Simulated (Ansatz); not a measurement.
# How strongly the parts of twisted Zr2CO2 MXene bilayer, 21.79° (70 atoms) bind, part 2 of 3

Aim: the interaction energy between the two parts of twisted Zr2CO2 MXene bilayer, 21.79° (70 atoms) and its distance dependence.

Ansatz 0.2.0; Kohn-Sham DFT, LDA, PAW (set soft_2), plane waves.

So far. Step 2 (Single point at the start): The r.m.s. force at the start is 0.40 eV/Å. Step 3 (Relaxation): The relaxation converged after 4 steps, 0.755 eV below its start, with a largest force component of 0.021 eV/Å.

## (4) Single point at the relaxed geometry

One more single point at the end of the walk gives the fuller output and checks the residual forces.

input.yaml

```yaml
crystal:
  lattice:
    - [8.7574, 0.0, 0.0]
    - [-4.3787, 7.58413, 0.0]
    - [0.0, 0.0, 28.11]
  atoms:
    - { symbol: C, position: [0.99919, 0.99966, 0.37139] }
    - { symbol: Zr, position: [0.19009, 0.23754, 0.42034] }
    - { symbol: Zr, position: [0.23713, 0.04725, 0.32246] }
    - { symbol: O, position: [0.23745, 0.04585, 0.45125] }
    - { symbol: O, position: [0.18965, 0.23766, 0.29135] }
    - { symbol: C, position: [0.14217, 0.42842, 0.37113] }
    [... 58 atom lines left out ...]
    - { symbol: O, position: [0.95411, 0.76151, 0.54868] }
    - { symbol: C, position: [0.85754, 0.28524, 0.62874] }
    - { symbol: Zr, position: [0.0956, 0.47584, 0.67766] }
    - { symbol: Zr, position: [0.04732, 0.23761, 0.57961] }
    - { symbol: O, position: [0.04793, 0.23774, 0.70858] }
    - { symbol: O, position: [0.09551, 0.47545, 0.54891] }
kpoints:
  mp_grid: { grid: [3, 3, 1] }
hamiltonian:
  xc: lda
scf:
  occupations: { method: fixed }
output:
  forces: true
  populations: true
  dos:
    method: { smearing: { sigma: 0.1 } }
    de: 0.1
    projected:
      site_lists:
        C: [C]
        O: [O]
        Zr: [Zr]
        layer_1: [0, 1, 2, 3, 4, 5, 6, 7, 8, 9, 10, 11, 12, 13, 14, 15, 16, 17, 18, 19, 20, 21, 22, 23, 24, 25, 26, 27, 28, 29, 30, 31, 32, 33, 34]
        layer_2: [35, 36, 37, 38, 39, 40, 41, 42, 43, 44, 45, 46, 47, 48, 49, 50, 51, 52, 53, 54, 55, 56, 57, 58, 59, 60, 61, 62, 63, 64, 65, 66, 67, 68, 69]
  eigenvalues: true
  write_density: true
  write_potential: true
  volumetric_format: npy
```

The run is started by

```
ansatz run input.yaml --threads 8 --pin off --max-ram 15872MiB --backend cpu --events-out ev --progress --plain --runs-dir out
```

Numbers of over 12 decimals in the logs are rounded to 6 here.

Log:

```text
[...]
Crystal: 70 atoms, lattice volume = 1866.989 Å³
Basis set: ecut = 420 eV, 36555 PW (Γ)
Bands: 350, of which v1, the nominal top of the filled ones, is band 280 counted from 1 (279 counted from 0)
Symmetry: 1 space group operations
[...]
k-points: 5 of 9 (time reversal used)
[...]
SCF iter   1: F=—  HF=-133206.172464 eV  |F-HF|=—  |Δ(HF+E_count)|=         —  Δρ=1.07e-2  dr2=2.33e0  ethr=1.77e-3  ⟨swp⟩=4.8  Hψ=6644  notcnv=0  defer=304
[...]
SCF iter  10: F=-133205.741722 eV  HF=-133205.741722 eV  |F-HF|=1.86e-8  |Δ(HF+E_count)|=   1.20e-8  Δρ=1.60e-6  dr2=6.82e-8  ethr=1.79e-11  ⟨swp⟩=21.6  Hψ=17003  notcnv=0
SCF 1 converged in 10 iterations: F = -133205.741722 eV  dr2 = 6.82e-8
[...]
WARN: The output density's exchange-correlation potential varies sharply where the density is thin. Do not read a vacuum level from v_tot or v_xc, or from such a field of the output density. On a cell that repeats whose density bears no net charge and no dipole along the vacuum's axis use v_es (v_loc + v_h of the components); [...]
SCF converged after 10 iterations
Free energy (F): -133205.741722 eV
[...]
Internal energy: -133205.741722 eV  (E = F + TS)
E sigma→0 (E₀):  -133205.741722 eV
Fermi energy:    3.060882 eV
[...]
--- Forces (eV/Å), atoms counted from 1 ---
  atom   1  C     -0.00027172     0.00005272    -0.01957603
  atom   2  Zr     0.00047721    -0.00050784     0.00938756
  atom   3  Zr     0.01349641    -0.00254009     0.00352697
  atom   4  O     -0.01533687     0.00369998     0.00179868
  atom   5  O     -0.00740944    -0.00252546    -0.00336474
  atom   6  C      0.01012820    -0.00344711     0.00135090
  atom   7  Zr    -0.00044956     0.00292181     0.00861858
  atom   8  Zr     0.00030441     0.00244036     0.01576831
  atom   9  O     -0.00409715     0.00565633    -0.00102235
  atom  10  O      0.00153545     0.00148741     0.00080216
  atom  11  C     -0.00456828    -0.00863002    -0.00282238
  atom  12  Zr     0.00223089    -0.00034467     0.00952599
  atom  13  Zr     0.00103004    -0.00058761     0.01904179
  atom  14  O     -0.00879537    -0.01209601    -0.00219157
[...]
atom  69  O     -0.00343674    -0.00468465     0.00182839
  atom  70  O      0.00642284     0.01353989    -0.00097822
  max |Σ_I F_I| component: 3.47e-4 eV/Å
--- Band table (eV; the first three rows and the last of 5) ---
[...]
--- Löwdin populations: 70 sites ---
  site symbol       q [e]
     0      C      4.8704
     1     Zr     10.8836
     2     Zr     10.8752
[...]
69      O      6.6024
  spilling = 0.003990 (of n_electrons = 560.000000)
```

It took 3 min on 8 threads of Arm Neoverse V1, shared host; peak memory 12 GiB; 23 min of CPU time.

The program notes that the exchange-correlation potential is rough where the density is thin.

Read from the output:

```yaml
free_energy: -133205.7417 eV
free_energy_per_atom: -1902.9392 eV/atom
scf_cycles: 10
r_m_s_force_component: 0.00732 eV/Å
longest_force: 0.02389 eV/Å
fermi_energy: 3.061 eV
spacing_of_highest_filled_and_lowest_empty_level: 1.134 eV
potential_in_mid_vacuum_over_the_fermi_level: 5.448 eV
potential_4p5_a_over_the_upper_face: 5.448 eV
potential_4p5_a_under_the_lower_face: 5.447 eV
spilling_of_the_projection: 0.00399
```

Löwdin charges by element (they lack the spilled electrons, 0.032 e an atom on average):

```
element  coordination  atoms  mean charge (e)  spread   least    most
      C           all     14           -0.868  0.0011  -0.870  -0.867
      O           all     28           -0.606  0.0033  -0.609  -0.598
     Zr           all     28             1.12  0.0067    1.11    1.13
```

By region:

| region | atoms | mean length of the force (eV/Å) |
| --- | --- | --- |
| layer 1 | 35 | 0.012 |
| layer 2 | 35 | 0.011 |

States in the cell by windows of 0.5 eV, zero at the Fermi level; the larger projections on atomic orbitals stand beside the total:

```csv
from (eV),to (eV),total,layer 1,layer 2,Zr d,O p,C p,C s
-10,-9.5,0.4,0.2,0.2,0.0,0.0,0.0,0.2
-9.5,-9,15.4,7.7,7.7,2.8,0.4,0.1,8.5
-9,-8.5,12.1,6.0,6.0,3.4,0.1,0.0,7.5
-8.5,-6,0.0,0.0,0.0,0.0,0.0,0.0,0.0
-6,-5.5,5.0,2.5,2.5,1.5,2.5,0.5,0.0
-5.5,-5,32.8,16.4,16.3,8.9,19.4,2.1,0.2
-5,-4.5,40.8,20.3,20.3,10.3,27.5,1.1,0.3
-4.5,-4,49.8,24.8,24.8,10.3,34.8,2.5,0.4
-4,-3.5,35.7,17.7,17.7,4.2,27.6,1.4,0.7
-3.5,-3,3.9,1.9,1.9,0.4,3.0,0.2,0.0
-3,-2.5,5.8,2.9,2.9,1.8,1.1,2.6,0.0
-2.5,-2,20.9,10.3,10.3,6.3,4.9,8.4,0.0
-2,-1.5,15.9,7.8,7.8,4.6,3.1,7.4,0.0
-1.5,-1,28.0,13.8,13.8,6.7,5.8,14.1,0.0
-1,-0.5,11.3,5.6,5.6,2.1,3.0,5.5,0.0
-0.5,0,1.5,0.7,0.8,0.4,0.3,0.8,0.0
0,0.5,0.6,0.3,0.3,0.1,0.1,0.4,0.0
0.5,1,0.0,0.0,0.0,0.0,0.0,0.0,0.0
1,1.5,11.0,5.4,5.3,7.7,2.4,0.4,0.1
1.5,2,16.2,7.9,7.9,12.7,2.1,0.8,0.1
2,2.5,4.3,2.1,2.1,3.3,0.5,0.3,0.0
2.5,3,13.4,6.6,6.6,10.6,1.0,1.2,0.0
```

With fixed occupations the program's Fermi level is the highest filled level; weight inside the gap is the broadening of levels at its edges.

Between -26 and -10 eV lie 56 more states.

The stored curve holds about 336 of the 560 electrons; the rest, give or take the few that broadening carries across the Fermi level, lie in deeper levels below its range.

The levels nearest the highest filled one (over half full), pooled over k-points and spins:

```csv
level less the highest filled one (eV),occupation
-0.527,2
-0.527,2
-0.0014,2
-0.0011,2
-2.0e-4,2
0,2
1.13,0
1.13,0
1.13,0
1.14,0
1.14,0
1.14,0
```

Planar average of the electrostatic potential energy along the normal, with the Fermi level as zero, after a running mean with a triangular window 4 Å wide at its base:

```csv
height (Å),potential energy (eV)
0.0,5.45
0.7,5.45
1.6,5.45
2.3,5.45
3.2,5.45
4.0,5.45
4.8,5.44
5.6,5.38
6.4,4.33
7.2,1.06
8.1,-5.46
8.8,-9.53
9.5,-9.96
10.4,-9.01
11.1,-9.60
12.0,-9.77
12.7,-6.06
13.6,-0.36
14.3,0.17
15.2,-5.04
16.0,-9.30
16.8,-9.84
17.6,-9.02
18.4,-9.73
19.2,-9.92
19.9,-6.47
20.8,0.11
21.5,3.90
22.4,5.34
23.1,5.44
24.0,5.45
24.7,5.45
25.6,5.45
26.4,5.45
27.2,5.45
28.0,5.45
```

Valence density in the ca plane at fractional y = 0.046, with atoms of Zr and O within 0.2 Å of it. It is the smooth field of the valence electrons, not physical close to the nuclei.

Ten steps, logarithmic in the rise over the least value, from '0' (0.0 e/Å³) to '9' (7.1 e/Å³), each cell a mean:
```
32221100001122345654322110000000000000000000
33332100123333234444444211000000000000000000
45443210135664222335777421000000000000000000
66643211258985322246888631000000000000000000
67642101269986322247888731000000000000000000
56532101257875322236888631000000000000000000
44321100134554322234566432100000000000000000
32222100012456653222345553100000000000000000
32222110012478874222246775210000000000000000
33333210002578874222247886310000000000000000
45433210012478864222246775210000000000000000
77753100012356643322334543100000000000000000
88863100012333333333333321000000000000000000
88863100012332234444433211000000000000000000
67653100012222334554332211000000000000000000
45554310001223344544322221000000000000000000
24677521001245544433233442100000000000000000
24799731012357653332234553200000000000000000
24799731112467653222345554200000000000000000
24677521112355543322344443100000000000000000
23444310012333333443333321100000000000000000
32222100011222345554332211000000000000000000
32211000001112346665321110000000000000000000
32211000000112346665321110000000000000000000
```
Columns run along c (16.0 Å, from fractional 0.41 to 0.98 of the cell), rows up along a (8.8 Å). Atoms in or near the plane, at fractional coordinates: O at (0.45, 0.24), Zr at (0.68, 0.81), O at (0.55, 0.81).

Electrostatic potential energy in the ca plane at fractional y = 0.046, with atoms of Zr and O within 0.2 Å of it. With pseudopotentials it is smooth inside the atoms' cores, unlike the true potential.

Ten even steps from '0' (-42 eV) to '9' (9 eV), each cell a mean:
```
99999999999999999998888647898999999999988885
99999999999999999988778888888899999999988998
99999999999999999987778898766789999986688999
99999999999999999877778988532578999951158999
99999999999999999878888987511478999940048999
99999999999999999988899998643578999962268999
99999999999999999998899888776789999998777789
99999999999999999988888878888899999998632478
99999999999999999987778888998999999987300058
99999999999999999987778888888899999987200047
99999999999999999987778998755689999987300158
99999999999999999657888987300368999998643578
99999999999999997214899986100058999999877889
99999999999999998315899986100058999999988988
99999999999999999767888987411478999999988887
99999999999999999876557898766789999999877888
99999999999999999851014789888536999998754678
99999999999999998720001689997101899998621478
99999999999999998720001689997101899998621368
99999999999999999850004799998536999998754678
99999999999999999875457889988889999999877888
99999999999999999988888768888899999999988887
99999999999999999999997314888999999999999872
99999999999999999999997203899999999999999860
```
Columns run along c (16.0 Å, from fractional 0.06 to 0.63 of the cell; values clipped at the 3rd and 97th percentile), rows up along a (8.8 Å). Atoms in or near the plane, at fractional coordinates: Zr at (0.32, 0.24), O at (0.45, 0.24), O at (0.55, 0.81).

Filled and empty levels are parted by 1.13 eV (on the run's k-points); a local or semilocal functional tends to put such gaps too low. Mean Löwdin charges: C -0.87, O -0.61, Zr +1.12 e (they miss 0.40 % of the electrons, so they add up to more than the cell's charge). The largest share in the top eV of filled states is C p (50 % of the projected weight), and in the lowest eV of empty states Zr d (77 % of the projected weight). The potential stands 5.45 eV above the highest filled level over the upper face and 5.45 eV under the lower one, a reading of the ionisation potential at this level.

## (5) The lower part alone

The lower part (layer 1) is solved alone, atoms held, in the same cell.

input.yaml

```yaml
crystal:
  lattice:
    - [8.7574, 0.0, 0.0]
    - [-4.3787, 7.58413, 0.0]
    - [0.0, 0.0, 28.11]
  atoms:
    - { symbol: C, position: [0.99919, 0.99966, 0.37139] }
    - { symbol: Zr, position: [0.19009, 0.23754, 0.42034] }
    - { symbol: Zr, position: [0.23713, 0.04725, 0.32246] }
    - { symbol: O, position: [0.23745, 0.04585, 0.45125] }
    - { symbol: O, position: [0.18965, 0.23766, 0.29135] }
    - { symbol: C, position: [0.14217, 0.42842, 0.37113] }
    [... 23 atom lines left out ...]
    - { symbol: O, position: [0.90378, 0.38065, 0.2913] }
    - { symbol: C, position: [0.85631, 0.57132, 0.3712] }
    - { symbol: Zr, position: [0.0462, 0.80878, 0.42036] }
    - { symbol: Zr, position: [0.09443, 0.61881, 0.32228] }
    - { symbol: O, position: [0.09442, 0.61909, 0.45103] }
    - { symbol: O, position: [0.04677, 0.80924, 0.29135] }
kpoints:
  mp_grid: { grid: [3, 3, 1] }
hamiltonian:
  xc: lda
scf:
  occupations: { method: fermi_dirac, width: 0.05 }
output:
  forces: true
  eigenvalues: true
  write_density: true
  write_potential: true
  volumetric_format: npy
```

Log:

```text
[...]
Crystal: 35 atoms, lattice volume = 1866.989 Å³
Basis set: ecut = 420 eV, 36555 PW (Γ)
Bands: 175, of which v1, the nominal top of the filled ones, is band 140 counted from 1 (139 counted from 0)
Symmetry: 1 space group operations
[...]
k-points: 5 of 9 (time reversal used)
[...]
SCF iter   1: F=—  HF=-66602.818282 eV  |F-HF|=—  |Δ(HF+E_count)|=         —  Δρ=7.20e-3  dr2=9.68e-1  ethr=1.77e-3  ⟨swp⟩=7.0  Hψ=3966  notcnv=0  defer=37
[...]
SCF iter   8: F=—  HF=-66602.639527 eV  |F-HF|=—  |Δ(HF+E_count)|=   5.38e-7  Δρ=4.57e-6  dr2=8.15e-7  ethr=2.03e-9  ⟨swp⟩=2.0  Hψ=1031  notcnv=0  defer=113
SCF iter   9: F=-66602.639527 eV  HF=-66602.639527 eV  |F-HF|=2.72e-8  |Δ(HF+E_count)|=   1.01e-7  Δρ=1.70e-6  dr2=5.50e-8  ethr=3.57e-11  ⟨swp⟩=20.0  Hψ=8526  notcnv=0
SCF 1 converged in 9 iterations: F = -66602.639527 eV  dr2 = 5.50e-8
[...]
SCF converged after 9 iterations
Free energy (F): -66602.639527 eV
[...]
Internal energy: -66602.639515 eV  (E = F + TS)
E sigma→0 (E₀):  -66602.639521 eV
Entropy (-TS):   -0.000012 eV (-0.000 meV/atom)
Fermi energy:    -0.650695 eV
[...]
Σ components = -66602.639527   (vs F -66602.639527, Δ=0.00e0)
--- Forces (eV/Å), atoms counted from 1 ---
  atom   1  C     -0.00023494     0.00010700    -0.02051639
  atom   2  Zr    -0.01148794    -0.01483337    -0.06505963
  atom   3  Zr     0.01361288    -0.00189625     0.00258865
  atom   4  O     -0.05985913     0.08890754    -0.02350854
[...]
atom  35  O     -0.00305522     0.00168431    -0.00120127
  max |Σ_I F_I| component: 1.18e-2 eV/Å
--- Band table (eV; the first three rows and the last of 5) ---
[...]
```

Elapsed: 50 s, on 8 threads; peak memory 6.3 GiB.

(Part 2 of 3 ends here.)

[Logs are printed without paths, hosts, clocks, repeated set-up lines and the standing remarks that a program may print on its own settings, such as how far it seeks lower states.]

[Hosts, paths, dates, database ids (printed as entryN), source tags and the programs' standing remarks are cut or masked in the printed files.]
